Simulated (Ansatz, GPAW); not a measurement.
# Optical response of TlZnCl3 (model structure), part 3 of 3

Wanted: where TlZnCl3 (model structure) starts to absorb, how strongly, and its refractive index. The structure is a model built here, which may or may not match a known phase. It was built so: All Mn replaced by Zn in the Pm-3m structure of MnTlCl3. The cell is first relaxed with Ansatz.

GPAW 26.7.0; DFT, RPBE, plane-wave PAW (GPAW data sets), scalar-relativistic, RPA, optical limit.

So far. Step 3 (Ground state): There is a gap, 1.47 eV on this mesh (points off the mesh can give less), so no carriers' term is needed.

### Step 5. Dielectric function, RPA

Transitions between filled and empty bands, summed over the zone, give the optical response, so mesh, band count and broadening shape it.

The induced potential is part of this response.

This step: DFT, RPBE, plane-wave PAW (GPAW data sets), scalar-relativistic, RPA, optical limit (GPAW 26.7.0).

File df.py:

```python
from gpaw.response.df import DielectricFunction

df = DielectricFunction('full.gpw', frequencies={'type': 'nonlinear', 'domega0': 0.03, 'omega2': 8},
                        ecut=50,
                        eta=0.05,
                        nbands=66,
                        txt='df.txt')
for direction in ['x']:
    df.get_dielectric_function(xc='RPA', direction=direction, filename=f'df_{direction}.csv')
```

On the command line:

```
OMP_NUM_THREADS=1 python df.py
```

Numbers of over 12 decimals in the logs are rounded to 6 here.

The program printed:

```text
Using integrator: PointIntegrator
NonLinearFrequencyDescriptor(from 0.000 to 39.674 eV, 434 points)
Nonperiodic BCs:  [False False False]
Using integrator: PointIntegrator
NonLinearFrequencyDescriptor(from 0.000 to 39.674 eV, 434 points)
Nonperiodic BCs:  [False False False]

Calculating chi0 body with:
    Ground state adapter containing:
    Number of spins: 1
    Number of kpoints: 216
    Number of irreducible kpoints: 20
    Number of completely occupied states: 23
    Number of partially occupied states: 23

    Linear response parametrization:
    q_c: [0.0, 0.0, 0.0]
    Number of frequency points: 434
    Planewave cutoff: 50.0
    Number of bands: 66
    Number of planewaves: 93
    Broadening (eta): 0.05

Integrating chi0 body.

Symmetries of q_c:
    Direct symmetries (Uq -> q): 48
    Indirect symmetries (TUq -> q): 0
In total 48 allowed symmetries.

20 groups of equivalent kpoints. 90.740741% reduction.

Integral kind: spectral function

Calculating chi0 optical extensions with:
    Ground state adapter containing:
    Number of spins: 1
    Number of kpoints: 216
    Number of irreducible kpoints: 20
    Number of completely occupied states: 23
    Number of partially occupied states: 23

    Linear response parametrization:
    Number of frequency points: 434
    Planewave cutoff: 50.0
    Number of bands: 66
    Number of planewaves: 93
    Broadening (eta): 0.05
Integrating chi0 head and wings.

Symmetries of q_c:
    Direct symmetries (Uq -> q): 48
    Indirect symmetries (TUq -> q): 0
In total 48 allowed symmetries.

20 groups of equivalent kpoints. 90.740741% reduction.

Integral kind: spectral function wings
```

It took 18 s on 1 thread of Arm Neoverse V2, shared host; peak memory 0.48 GiB.

This step gave:

| Quantity | Value |
| --- | --- |
| electronic dielectric constant ε∞, mean over x, y and z (by symmetry where fewer were run) | 3.856 |
| centre of weight of the strongest loss peak in the window | 17.49 eV |

Some rows of df_x.csv (energy; Re and Im without local fields; Re and Im with them):

```text
0.000000, 4.423772, 0.000000, 3.856410, 0.000000
0.555532, 4.460051, 0.006719, 3.888697, 0.005995
1.143969, 4.594673, 0.017414, 4.009957, 0.015848
1.768324, 5.050879, 0.103687, 4.440547, 0.101160
2.431988, 5.620622, 0.276650, 4.954975, 0.267442
3.138794, 4.811330, 1.349415, 4.061951, 1.391092
3.893091, 6.441814, 0.996514, 5.446573, 0.889960
4.699832, 7.717823, 2.009951, 6.154907, 1.593359
5.564682, 4.623415, 7.156657, 3.771746, 5.463360
6.494155, 0.317164, 6.738633, 1.304114, 5.523423
7.495775, -0.425954, 2.757855, -0.620709, 2.822771
8.578281, 2.338492, 3.069593, 1.584084, 2.113357
9.751884, 1.609669, 4.086566, 2.544022, 2.324497
11.028587, 1.174192, 3.224020, 0.873467, 1.805829
12.422601, 0.174602, 2.180110, 0.376004, 1.376705
13.950874, 0.651308, 2.385446, 0.952777, 1.103627
15.633783, -0.834806, 1.352798, 0.021240, 1.933025
17.496047, -0.031382, 0.563072, 0.316826, 0.586732
19.567954, 0.055172, 0.420760, 0.556105, 0.531362
```

The Im ε, E ∥ x has structure finer than the step of the table below, so its rows give means over 1 eV, whole bins alone (the curve runs from 0 to 19.9 eV). Peaks (eV: height): 4.1: 2.66, 4.8: 3.49, 5.4: 7.99, 6.2: 6.60, 7.4: 3.35, 8.6: 2.25, 10.2: 5.52.

Sum at mesh points, not converged in k; values under the direct gap are tails of Lorentzian lines. Im ε, E ∥ x against photon energy; means over each step:

photon energy (eV), Im ε, E ∥ x and a bar:
```
        1       0.01 
        2       0.24 #
        3       1.04 ######
        4       1.07 ######
        5       3.53 ###################
        6       5.47 ##############################
        7       3.63 ####################
        8       1.48 ########
        9       1.42 ########
       10       2.81 ###############
       11       1.81 ##########
       12       1.63 #########
       13       1.12 ######
       14       1.19 ######
       15       1.58 #########
       16       1.43 ########
       17       0.60 ###
       18       0.54 ###
       19       0.49 ###
```

The reflectivity at normal incidence, E ∥ x has structure finer than the step of the table below, so its rows give means over 0.5 eV, whole bins alone (the curve runs from 0 to 19.9 eV). Peaks (eV: height): 4.11: 19.3, 5.42: 32.3, 6.87: 37.8, 7.50: 29.2, 10.31: 33.2, 11.25: 20.9, 16.23: 30.9.

Sum at mesh points, not converged in k. The reflectivity at normal incidence, E ∥ x by photon energy; means over each step:

```tsv
photon energy (eV)	reflectivity at normal incidence, E ∥ x (%)
0.5	10.7
1.0	11.0
1.5	11.8
2.0	12.3
2.5	13.9
3.0	14.0
3.5	12.0
4.0	16.4
4.5	16.7
5.0	21.3
5.5	27.6
6.0	25.5
6.5	29.6
7.0	34.1
7.5	21.5
8.0	11.6
8.5	8.59
9.0	7.17
9.5	7.04
10.0	15.2
10.5	26.2
11.0	15.1
11.5	13.9
12.0	13.8
12.5	12.9
13.0	9.01
13.5	7.17
14.0	7.31
14.5	7.06
15.0	8.58
15.5	16.5
16.0	26.4
16.5	24.0
17.0	13.6
17.5	9.11
18.0	7.84
18.5	5.87
19.0	4.91
19.5	3.80
```

The loss function −Im 1/ε at q → 0, E ∥ x has structure finer than the step of the table below, so its rows give means over 1 eV, whole bins alone (the curve runs from 0 to 19.9 eV). Peaks (eV: height): 7.3: 0.722, 7.8: 0.909, 8.1: 0.820, 11.3: 0.725, 12.9: 0.878, 17.0: 1.73, 18.7: 1.23.

Sum at mesh points, not converged in k; values under the direct gap are tails of Lorentzian lines. Table of loss function −Im 1/ε at q → 0, E ∥ x by energy loss; means over each step:

```tsv
energy loss (eV)	loss function −Im 1/ε at q → 0, E ∥ x
1	8.8e-4
2	0.0122
3	0.0539
4	0.0397
5	0.0633
6	0.148
7	0.302
8	0.543
9	0.384
10	0.214
11	0.531
12	0.584
13	0.723
14	0.599
15	0.474
16	0.733
17	1.52
18	1.28
19	1.01
```

The Im ε, E ∥ x has structure finer than the step of the table below, so its rows give means over 0.5 eV, whole bins alone (the curve runs from 0 to 19.9 eV). Peaks (eV: height): without local fields 4.84: 4.07, 5.37: 10.4, 6.07: 9.28, 7.44: 3.77, 9.75: 4.09, 11.10: 3.49, 11.56: 3.39; with local fields 4.11: 2.66, 4.84: 3.49, 5.42: 7.99, 6.18: 6.60, 7.44: 3.35, 8.64: 2.25, 10.24: 5.52.

Sum at mesh points, not converged in k; values under the direct gap are tails of Lorentzian lines. Table of Im ε, E ∥ x by photon energy; means over each step:

```tsv
photon energy (eV)	without local fields	with local fields
0.5	0.00606	0.00541
1.0	0.0144	0.0130
1.5	0.0398	0.0376
2.0	0.339	0.338
2.5	0.645	0.642
3.0	1.29	1.30
3.5	0.443	0.433
4.0	1.51	1.42
4.5	1.59	1.36
5.0	3.59	2.93
5.5	7.67	6.05
6.0	7.59	5.43
6.5	6.12	5.42
7.0	3.32	3.39
7.5	2.46	2.19
8.0	2.00	1.36
8.5	2.50	1.58
9.0	2.85	1.33
9.5	2.77	1.34
10.0	3.40	2.91
10.5	2.32	2.93
11.0	2.72	1.87
11.5	2.45	1.66
12.0	2.41	1.65
12.5	1.97	1.29
13.0	1.82	1.07
13.5	2.00	1.16
14.0	2.18	1.20
14.5	2.33	1.21
15.0	2.18	1.50
15.5	1.46	2.04
16.0	1.07	1.47
16.5	0.623	0.703
17.0	0.518	0.588
17.5	0.570	0.591
18.0	0.520	0.540
18.5	0.577	0.512
19.0	0.551	0.468
19.5	0.466	0.485
```

At chosen wavelengths:

```tsv
wavelength (nm)	n	k	R (%)	1/α
1064	2.00	0.004	11.2	21 µm
800	2.05	0.009	11.8	7.2 µm
633	2.07	0.226	12.6	223 nm
450	2.12	0.130	13.0	276 nm
405	2.16	0.377	14.7	85 nm
248	2.55	0.481	20.6	41 nm
193	1.79	1.456	27.7	11 nm
```

Below the direct gap, k and the depth come from the tails of the Lorentzian lines, not from transitions.

### Step 6. Outcome

| Item | Value |
| --- | --- |
| electronic dielectric constant ε∞, mean over x, y and z (by symmetry where fewer were run) (RPA) | 3.86 |
| centre of weight of the strongest loss peak in the window, first axis | 17.5 eV |

What this shows: At this level (RPBE, RPA) TlZnCl3 has ε∞ = 3.86 and n = 1.98 at 1550 nm. The cell grew by 9.8 % in volume. On the mesh the gap is 1.40 eV and the least direct gap 1.95 eV, so on this mesh the band edges lie at different points. Local fields change the static value along x from 4.42 to 3.86 (-13 %). Excitons and phonon-assisted transitions are missing; RPBE gaps are as a rule too small, which pulls the onset down and ε∞ up, while the missing spin-orbit coupling works the other way with such heavy atoms. Spin-orbit coupling is left out although heavy atoms are present. In this version of GPAW the matrix elements of the optical limit are incomplete, which can lower ε − 1 by up to a tenth where first-row anions or d states rule, and shift it by more in d metals. The sum runs over mesh points 0.21 Å⁻¹ apart with no interpolation, so peaks are partly noise of the mesh and static values carry its error.

[Machine, clock and banner lines and Python warnings are left out of the logs.]

[Logs are printed without paths, hosts, clocks, repeated set-up lines and the standing remarks that a program may print on its own settings, such as how far it seeks lower states.]

[Hosts, paths, dates, database ids (printed as entryN), source tags and the programs' standing remarks are cut or masked in the printed files.]
